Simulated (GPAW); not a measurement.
## A Ga chain with one S atom in line: converging a transmission

How do the numerical settings move the conductance of a Ga chain with one S atom in line?

Main program and level: GPAW 26.7.0; GPAW LCAO, PAW setups; Landauer transmission from Green's functions with principal layers (ASE), zero bias.

### 1. Starting point

The cell holds 11 atoms: 10 Ga and 1 S. Cell: a = 9.000 Å, b = 9.000 Å, c = 27.361 Å, α = 90.0°, β = 90.0°, γ = 90.0°. Regions: left lead, 5 atoms (5 Ga); channel, 1 atom (1 S); right lead, 5 atoms (5 Ga). Vacuum lies along a and b. The structure is stacked along c, and the current runs across the ab planes.

### 2. The reference run

All settings start at ordinary values; they are then varied in turn, with meshes following the cell where its length changes.

run.py reads:

```python
import json
import numpy as np
from ase import Atoms
from ase.transport.calculators import TransportCalculator
from gpaw import GPAW, FermiDirac
from gpaw.lcao.tools import get_lcao_hamiltonian
from scipy.linalg import eigh

# The junction with lead layers at both ends, along the third cell vector
device = Atoms(
    ['Ga', 'Ga', 'Ga', 'Ga', 'Ga', 'S', 'Ga', 'Ga', 'Ga', 'Ga', 'Ga'],
    positions=[
        [4.50000, 4.50000, 1.27500],
        [4.50000, 4.50000, 3.82500],
        [4.50000, 4.50000, 6.37500],
        [4.50000, 4.50000, 8.92500],
        [4.50000, 4.50000, 11.47500],
        [4.50000, 4.50000, 13.68070],
        [4.50000, 4.50000, 15.88640],
        [4.50000, 4.50000, 18.43640],
        [4.50000, 4.50000, 20.98640],
        [4.50000, 4.50000, 23.53640],
        [4.50000, 4.50000, 26.08640]],
    cell=[[9.0, 0.0, 0.0], [0.0, 9.0, 0.0], [0.0, 0.0, 27.3614]],
    pbc=True)

# One principal layer of the lead: the first 3 atoms of the device
lead = Atoms(
    ['Ga', 'Ga', 'Ga'],
    positions=[
        [4.50000, 4.50000, 1.27500],
        [4.50000, 4.50000, 3.82500],
        [4.50000, 4.50000, 6.37500]],
    cell=[[9.0, 0.0, 0.0], [0.0, 9.0, 0.0], [0.0, 0.0, 7.65]],
    pbc=True)

settings = dict(mode='lcao', basis='szp(dzp)', xc='PBE', h=0.2,
                occupations=FermiDirac(0.1), maxiter=250,
                mixer=dict(beta=0.1, nmaxold=8, weight=100.0),
                convergence=dict(density=0.0001))
energies = np.arange(-3, 3 + 1e-9, 0.075)
eta = 0.0001
n1, n2 = 1, 1
# k and -k transmit alike, so half of the mesh across the current serves
mesh = [(i, j) for i in range(n1) for j in range(n2) if (i, j) <= (-i % n1, -j % n2)]
weights = np.array([1 if (i, j) == (-i % n1, -j % n2) else 2 for i, j in mesh]) / (n1 * n2)

# [... helper functions left out ...]
fermi_lead = ground_state(lead, (1, 1, 15), 'lead.txt')
fermi_device = ground_state(device, (1, 1, 3), 'device.txt')
# [... loop over the mesh left out, but for ...]
        # Shift the lead onto the potential of the device's first layer
        shift = ((H[:, 0, 0] - H0[:, 0, 0]) / S0[0, 0]).real.mean()
# [...]
kT = 8.617333e-5 * 77
bias = [0.1, 0.2, 0.5, 1.0, 1.5, 2.0]
# [... integrals and printing left out ...]
```

On the command line:

```bash
OMP_NUM_THREADS=1 OPENBLAS_NUM_THREADS=1 python run.py
```

The program printed:

```text
basis functions: device 99, principal layer 27
Fermi level: lead -3.1746 eV, device -3.1039 eV; lead shifted by -0.0181 eV
largest coupling past the next layer 5.81e-05 eV, largest misfit of the first layer 0.095 eV
  E-E_F (eV)   T (one spin)  [channel counts left out]
    -3.000    7.9254e-01
    -2.925    7.9601e-01
    -2.850    7.9984e-01
    -2.775    8.0410e-01
    -2.700    8.0887e-01
    -2.625    8.1427e-01
    -2.550    8.2043e-01
    -2.475    8.2754e-01
    -2.400    8.3583e-01
    -2.325    8.4564e-01
    -2.250    8.5740e-01
    -2.175    8.7174e-01
    -2.100    8.8951e-01
    -2.025    9.1191e-01
    -1.950    9.4036e-01
    -1.875    9.7485e-01
[...]
2.475    2.3294e+00
     2.550    2.3268e+00
     2.625    2.3220e+00
     2.700    2.3147e+00
     2.775    2.3050e+00
     2.850    2.2927e+00
     2.925    2.2776e+00
     3.000    2.2596e+00
conductance at 77 K: 1.8333 G0 a cell; thermopower -0.5458 uV/K
current from the zero-bias T(E) at 0.1 V: 14.102 uA
current from the zero-bias T(E) at 0.2 V: 27.786 uA
current from the zero-bias T(E) at 0.5 V: 61.83 uA
current from the zero-bias T(E) at 1.0 V: 108.09 uA
current from the zero-bias T(E) at 1.5 V: 154.36 uA
current from the zero-bias T(E) at 2.0 V: 201.72 uA
```

Run time: 31 s. Hardware: 1 thread of Arm Neoverse V1, shared host; peak memory 0.92 GiB.

This step gave:

```
conductance                                    : 1.833 G₀
largest coupling past the next principal layer : 5.81e-5 eV
largest misfit of the first principal layer    : 0.09476 eV
shift that aligns the lead                     : -0.01807 eV
basis functions of the junction                : 99
basis functions of a principal layer           : 27
transmission at the Fermi level (one spin)     : 1.840
```

One spin. Table of transmission, zone mean by energy, zero at the Fermi level:

energy (eV), transmission, zone mean and a bar:
```
    -3.00       0.79 ##########
    -2.85       0.80 ##########
    -2.70       0.81 ##########
    -2.55       0.82 ###########
    -2.33       0.85 ###########
    -2.17       0.87 ###########
    -2.02       0.91 ############
    -1.88       0.97 #############
    -1.80       1.00 #############
    -1.73       0.72 #########
    -1.57       0.00 
    -1.35       0.31 ####
    -1.20       0.49 ######
    -1.05       0.56 #######
    -0.90       0.60 ########
    -0.75       0.63 ########
    -0.60       0.65 ########
    -0.38       0.67 #########
    -0.23       0.81 ##########
    -0.07       1.74 ######################
     0.00       1.84 ########################
     0.07       1.82 #######################
     0.23       1.74 ######################
     0.38       1.70 ######################
     0.60       1.73 ######################
     0.75       1.78 #######################
     0.90       1.85 ########################
     1.05       1.92 #########################
     1.20       2.00 ##########################
     1.35       2.07 ###########################
     1.57       2.17 ############################
     1.73       2.22 #############################
     1.88       2.26 #############################
     2.02       2.30 ##############################
     2.17       2.32 ##############################
     2.33       2.32 ##############################
     2.40       2.33 ##############################
     2.55       2.33 ##############################
     2.70       2.31 ##############################
     2.85       2.29 ##############################
     3.00       2.26 #############################
```

Not self-consistent under bias; the bias window is split evenly. Table of current through one cell, from the zero-bias transmission by bias:

| bias (V) | current through one cell, from the zero-bias transmission (μA) |
| --- | --- |
| 0.100 | 14.1 |
| 0.200 | 27.8 |
| 0.500 | 61.8 |
| 1.000 | 108 |
| 1.500 | 154 |
| 2.000 | 202 |

Couplings past the next layer reach 5.8e-5 eV, small enough to drop; the matrix elements of the cell's first layer differ from the bulk lead's by up to 0.095 eV. That layer keeps its own values in the calculation, and only beyond it is the lead taken as perfect. The Fermi levels of lead and junction count from different zeros of potential, one for each periodic cell; with both set to zero, the small remaining shift is what aligns them. By hand: G = 1.833 × 77.48 μS = 142 μS, a resistance of 7.04 kΩ; at 0.1 V a linear junction would pass 14.2 μA, and the integral over the bias window gives 14.1 μA.

### 3. Density threshold: conv = 0.1

The Hamiltonian is taken from the last density. The density threshold is one of the tests that end the cycle; the energy must settle too, so a loose value may not be the test that decides.

Changes to run.py since step 2:

```diff
@@ -39,3 +39,3 @@
                 mixer=dict(beta=0.1, nmaxold=8, weight=100.0),
-                convergence=dict(density=0.0001))
+                convergence=dict(density=0.1))
 energies = np.arange(-3, 3 + 1e-9, 0.075)
```

The program printed:

```text
basis functions: device 99, principal layer 27
Fermi level: lead -3.1751 eV, device -3.1041 eV; lead shifted by -0.0195 eV
largest coupling past the next layer 5.81e-05 eV, largest misfit of the first layer 0.097 eV
  E-E_F (eV)   T (one spin)  [channel counts left out]
    -3.000    7.9239e-01
    -2.925    7.9591e-01
    -2.850    7.9978e-01
    -2.775    8.0407e-01
    -2.700    8.0888e-01
    -2.625    8.1430e-01
    -2.550    8.2047e-01
    -2.475    8.2759e-01
    -2.400    8.3589e-01
    -2.325    8.4570e-01
    -2.250    8.5747e-01
    -2.175    8.7182e-01
    -2.100    8.8962e-01
    -2.025    9.1210e-01
    -1.950    9.4067e-01
    -1.875    9.7532e-01
[...]
2.475    2.3301e+00
     2.550    2.3275e+00
     2.625    2.3225e+00
     2.700    2.3150e+00
     2.775    2.3050e+00
     2.850    2.2923e+00
     2.925    2.2768e+00
     3.000    2.2585e+00
conductance at 77 K: 1.8323 G0 a cell; thermopower -0.6472 uV/K
current from the zero-bias T(E) at 0.1 V: 14.088 uA
current from the zero-bias T(E) at 0.2 V: 27.742 uA
current from the zero-bias T(E) at 0.5 V: 61.689 uA
current from the zero-bias T(E) at 1.0 V: 107.96 uA
current from the zero-bias T(E) at 1.5 V: 154.25 uA
current from the zero-bias T(E) at 2.0 V: 201.62 uA
```

Wall time 26 s (1 thread); peak memory 0.92 GiB.

This step gave:

| Property | Result |
| --- | --- |
| conductance | 1.832 G₀ |
| largest misfit of the first principal layer | 0.09711 eV |
| shift that aligns the lead | -0.01952 eV |

One spin. Table of transmission, zone mean by energy, zero at the Fermi level:

| energy (eV) | transmission, zone mean |
| --- | --- |
| -3.0000 | 0.792 |
| -2.7750 | 0.804 |
| -2.4750 | 0.828 |
| -2.2500 | 0.857 |
| -2.0250 | 0.912 |
| -1.8000 | 0.999 |
| -1.7250 | 0.688 |
| -1.5000 | 7.6e-7 |
| -1.2750 | 0.423 |
| -0.9750 | 0.585 |
| -0.7500 | 0.630 |
| -0.5250 | 0.655 |
| -0.2250 | 0.810 |
| 0.0000 | 1.84 |
| 0.2250 | 1.74 |
| 0.5250 | 1.72 |
| 0.7500 | 1.79 |
| 0.9750 | 1.88 |
| 1.2750 | 2.03 |
| 1.5000 | 2.14 |
| 1.7250 | 2.22 |
| 2.0250 | 2.29 |
| 2.2500 | 2.32 |
| 2.4000 | 2.33 |
| 2.4750 | 2.33 |
| 2.7750 | 2.30 |
| 3.0000 | 2.26 |

Not self-consistent under bias; the bias window is split evenly. The current through one cell, from the zero-bias transmission by bias:

```
bias (V)  current through one cell, from the zero-bias transmission (μA)
   0.100                                                            14.1
   0.200                                                            27.7
   0.500                                                            61.7
   1.000                                                             108
   1.500                                                             154
   2.000                                                             202
```

The conductance equals that of the base run to 0.2 %.

### 4. Varying the density threshold: conv = 0.01

Changes to run.py since step 3:

```diff
@@ -39,3 +39,3 @@
                 mixer=dict(beta=0.1, nmaxold=8, weight=100.0),
-                convergence=dict(density=0.1))
+                convergence=dict(density=0.01))
 energies = np.arange(-3, 3 + 1e-9, 0.075)
```

The program printed:

```text
basis functions: device 99, principal layer 27
Fermi level: lead -3.1751 eV, device -3.1041 eV; lead shifted by -0.0195 eV
largest coupling past the next layer 5.81e-05 eV, largest misfit of the first layer 0.097 eV
  E-E_F (eV)   T (one spin)  [channel counts left out]
    -3.000    7.9239e-01
    -2.925    7.9591e-01
    -2.850    7.9978e-01
    -2.775    8.0407e-01
    -2.700    8.0888e-01
    -2.625    8.1430e-01
    -2.550    8.2047e-01
    -2.475    8.2759e-01
    -2.400    8.3589e-01
    -2.325    8.4570e-01
    -2.250    8.5747e-01
    -2.175    8.7182e-01
    -2.100    8.8962e-01
    -2.025    9.1210e-01
    -1.950    9.4067e-01
    -1.875    9.7532e-01
[...]
2.475    2.3301e+00
     2.550    2.3275e+00
     2.625    2.3225e+00
     2.700    2.3150e+00
     2.775    2.3050e+00
     2.850    2.2923e+00
     2.925    2.2768e+00
     3.000    2.2585e+00
conductance at 77 K: 1.8323 G0 a cell; thermopower -0.6472 uV/K
current from the zero-bias T(E) at 0.1 V: 14.088 uA
current from the zero-bias T(E) at 0.2 V: 27.742 uA
current from the zero-bias T(E) at 0.5 V: 61.689 uA
current from the zero-bias T(E) at 1.0 V: 107.96 uA
current from the zero-bias T(E) at 1.5 V: 154.25 uA
current from the zero-bias T(E) at 2.0 V: 201.62 uA
```

Elapsed: 25 s, on 1 thread; peak memory 0.91 GiB.

One spin. The transmission, zone mean by energy, zero at the Fermi level:

| energy (eV) | transmission, zone mean |
| --- | --- |
| -3.00 | 0.792 |
| -2.85 | 0.800 |
| -2.70 | 0.809 |
| -2.55 | 0.820 |
| -2.33 | 0.846 |
| -2.17 | 0.872 |
| -2.02 | 0.912 |
| -1.88 | 0.975 |
| -1.80 | 0.999 |
| -1.73 | 0.688 |
| -1.57 | 2.0e-5 |
| -1.35 | 0.315 |
| -1.20 | 0.488 |
| -1.05 | 0.562 |
| -0.90 | 0.603 |
| -0.75 | 0.630 |
| -0.60 | 0.648 |
| -0.38 | 0.667 |
| -0.23 | 0.810 |
| -0.07 | 1.73 |
| 0.00 | 1.84 |
| 0.07 | 1.83 |
| 0.23 | 1.74 |
| 0.38 | 1.71 |
| 0.60 | 1.73 |
| 0.75 | 1.79 |
| 0.90 | 1.85 |
| 1.05 | 1.92 |
| 1.20 | 2.00 |
| 1.35 | 2.07 |
| 1.57 | 2.17 |
| 1.73 | 2.22 |
| 1.88 | 2.26 |
| 2.02 | 2.29 |
| 2.17 | 2.32 |
| 2.33 | 2.32 |
| 2.40 | 2.33 |
| 2.55 | 2.33 |
| 2.70 | 2.32 |
| 2.85 | 2.29 |
| 3.00 | 2.26 |

Not self-consistent under bias; the bias window is split evenly. Table of current through one cell, from the zero-bias transmission by bias:

```csv
bias (V),"current through one cell, from the zero-bias transmission (μA)"
0.100,14.1
0.200,27.7
0.500,61.7
1.000,108
1.500,154
2.000,202
```

The conductance equals that of the base run to 0.2 %.

### 5. Density threshold: conv = 0.001

Changes to run.py since step 4:

```diff
@@ -39,3 +39,3 @@
                 mixer=dict(beta=0.1, nmaxold=8, weight=100.0),
-                convergence=dict(density=0.01))
+                convergence=dict(density=0.001))
 energies = np.arange(-3, 3 + 1e-9, 0.075)
```

The program printed:

```text
basis functions: device 99, principal layer 27
Fermi level: lead -3.1746 eV, device -3.1041 eV; lead shifted by -0.0196 eV
largest coupling past the next layer 5.81e-05 eV, largest misfit of the first layer 0.096 eV
  E-E_F (eV)   T (one spin)  [channel counts left out]
    -3.000    7.9241e-01
    -2.925    7.9590e-01
    -2.850    7.9974e-01
[...]
2.925    2.2781e+00
     3.000    2.2602e+00
conductance at 77 K: 1.8261 G0 a cell; thermopower -0.6348 uV/K
current from the zero-bias T(E) at 0.1 V: 14.042 uA
current from the zero-bias T(E) at 0.2 V: 27.658 uA
current from the zero-bias T(E) at 0.5 V: 61.557 uA
current from the zero-bias T(E) at 1.0 V: 107.81 uA
current from the zero-bias T(E) at 1.5 V: 154.1 uA
current from the zero-bias T(E) at 2.0 V: 201.47 uA
```

It took 28 s on 1 thread; peak memory 0.92 GiB.

The conductance, 1.83 G₀, lies 0.4 % below that of the base run.

### 6. Density threshold: conv = 1e-06

Changes to run.py since step 5:

```diff
@@ -39,3 +39,3 @@
                 mixer=dict(beta=0.1, nmaxold=8, weight=100.0),
-                convergence=dict(density=0.001))
+                convergence=dict(density=1e-06))
 energies = np.arange(-3, 3 + 1e-9, 0.075)
```

The program printed:

```text
basis functions: device 99, principal layer 27
Fermi level: lead -3.1746 eV, device -3.1039 eV; lead shifted by -0.0181 eV
largest coupling past the next layer 5.81e-05 eV, largest misfit of the first layer 0.095 eV
  E-E_F (eV)   T (one spin)  [channel counts left out]
    -3.000    7.9254e-01
    -2.925    7.9600e-01
    -2.850    7.9983e-01
[...]
2.925    2.2776e+00
     3.000    2.2596e+00
conductance at 77 K: 1.8332 G0 a cell; thermopower -0.5475 uV/K
current from the zero-bias T(E) at 0.1 V: 14.101 uA
current from the zero-bias T(E) at 0.2 V: 27.784 uA
current from the zero-bias T(E) at 0.5 V: 61.823 uA
current from the zero-bias T(E) at 1.0 V: 108.08 uA
current from the zero-bias T(E) at 1.5 V: 154.36 uA
current from the zero-bias T(E) at 2.0 V: 201.71 uA
```

It took 42 s on 1 thread; peak memory 0.92 GiB.

The conductance equals that of the base run to 0.2 %.

### 7. Convergence in the density threshold

The runs and the base run on one axis.

This step: convergence of the conductance (GPAW 26.7.0).

The conductance by log10 of the density threshold:

| log10 of the density threshold | conductance (G₀) |
| --- | --- |
| -6.00 | 1.83 |
| -4.00 | 1.83 |
| -3.00 | 1.83 |
| -2.00 | 1.83 |
| -1.00 | 1.83 |

### 8. Varying the broadening: eta = 1e-06

The broadening keeps the Green's functions finite; too large a value absorbs electrons where channels are open and leaks them where none are.

This step: GPAW LCAO, PAW setups; Landauer transmission from Green's functions with principal layers (ASE), zero bias (GPAW 26.7.0).

Changes to run.py since step 6:

```diff
@@ -39,5 +39,5 @@
                 mixer=dict(beta=0.1, nmaxold=8, weight=100.0),
-                convergence=dict(density=1e-06))
+                convergence=dict(density=0.0001))
 energies = np.arange(-3, 3 + 1e-9, 0.075)
-eta = 0.0001
+eta = 1e-06
 n1, n2 = 1, 1
```

The program printed:

```text
basis functions: device 99, principal layer 27
Fermi level: lead -3.1746 eV, device -3.1039 eV; lead shifted by -0.0181 eV
largest coupling past the next layer 5.81e-05 eV, largest misfit of the first layer 0.095 eV
  E-E_F (eV)   T (one spin)  [channel counts left out]
    -3.000    7.9302e-01
    -2.925    7.9649e-01
    -2.850    8.0032e-01
    -2.775    8.0457e-01
    -2.700    8.0935e-01
    -2.625    8.1474e-01
    -2.550    8.2090e-01
    -2.475    8.2801e-01
    -2.400    8.3631e-01
    -2.325    8.4612e-01
    -2.250    8.5789e-01
    -2.175    8.7223e-01
    -2.100    8.9001e-01
    -2.025    9.1243e-01
    -1.950    9.4089e-01
    -1.875    9.7543e-01
[...]
2.475    2.3312e+00
     2.550    2.3286e+00
     2.625    2.3237e+00
     2.700    2.3165e+00
     2.775    2.3067e+00
     2.850    2.2944e+00
     2.925    2.2793e+00
     3.000    2.2613e+00
conductance at 77 K: 1.8368 G0 a cell; thermopower -0.5373 uV/K
current from the zero-bias T(E) at 0.1 V: 14.129 uA
current from the zero-bias T(E) at 0.2 V: 27.841 uA
current from the zero-bias T(E) at 0.5 V: 61.944 uA
current from the zero-bias T(E) at 1.0 V: 108.24 uA
current from the zero-bias T(E) at 1.5 V: 154.56 uA
current from the zero-bias T(E) at 2.0 V: 201.95 uA
```

Wall time 31 s (1 thread); peak memory 0.92 GiB.

This step gave:

* conductance: 1.837 G₀
* largest misfit of the first principal layer: 0.09476 eV
* shift that aligns the lead: -0.01807 eV
* transmission at the Fermi level (one spin): 1.844

One spin. Transmission, zone mean against energy, zero at the Fermi level:

energy (eV), transmission, zone mean and a bar:
```
    -3.00       0.79 ##########
    -2.77       0.80 ##########
    -2.55       0.82 ###########
    -2.40       0.84 ###########
    -2.17       0.87 ###########
    -1.95       0.94 ############
    -1.80       1.00 #############
    -1.73       0.72 #########
    -1.57       0.00 
    -1.35       0.31 ####
    -1.12       0.53 #######
    -0.90       0.60 ########
    -0.75       0.63 ########
    -0.53       0.66 ########
    -0.30       0.67 #########
    -0.07       1.75 ######################
     0.00       1.84 ########################
     0.07       1.83 #######################
     0.30       1.72 ######################
     0.53       1.72 ######################
     0.75       1.79 #######################
     0.90       1.85 ########################
     1.12       1.96 #########################
     1.35       2.07 ###########################
     1.57       2.17 ############################
     1.73       2.22 #############################
     1.95       2.28 #############################
     2.17       2.32 ##############################
     2.40       2.33 ##############################
     2.55       2.33 ##############################
     2.77       2.31 ##############################
     3.00       2.26 #############################
```

Not self-consistent under bias; the bias window is split evenly. Table of current through one cell, from the zero-bias transmission by bias:

```csv
bias (V),"current through one cell, from the zero-bias transmission (μA)"
0.100,14.1
0.200,27.8
0.500,61.9
1.000,108
1.500,155
2.000,202
```

The conductance equals that of the base run to 0.2 %.

(Part 1 of 3 ends here.)

[Logs are printed without paths, hosts, clocks, repeated set-up lines and the standing remarks that a program may print on its own settings, such as how far it seeks lower states.]

[Hosts, paths, dates, database ids (printed as entryN), source tags and the programs' standing remarks are cut or masked in the printed files.]
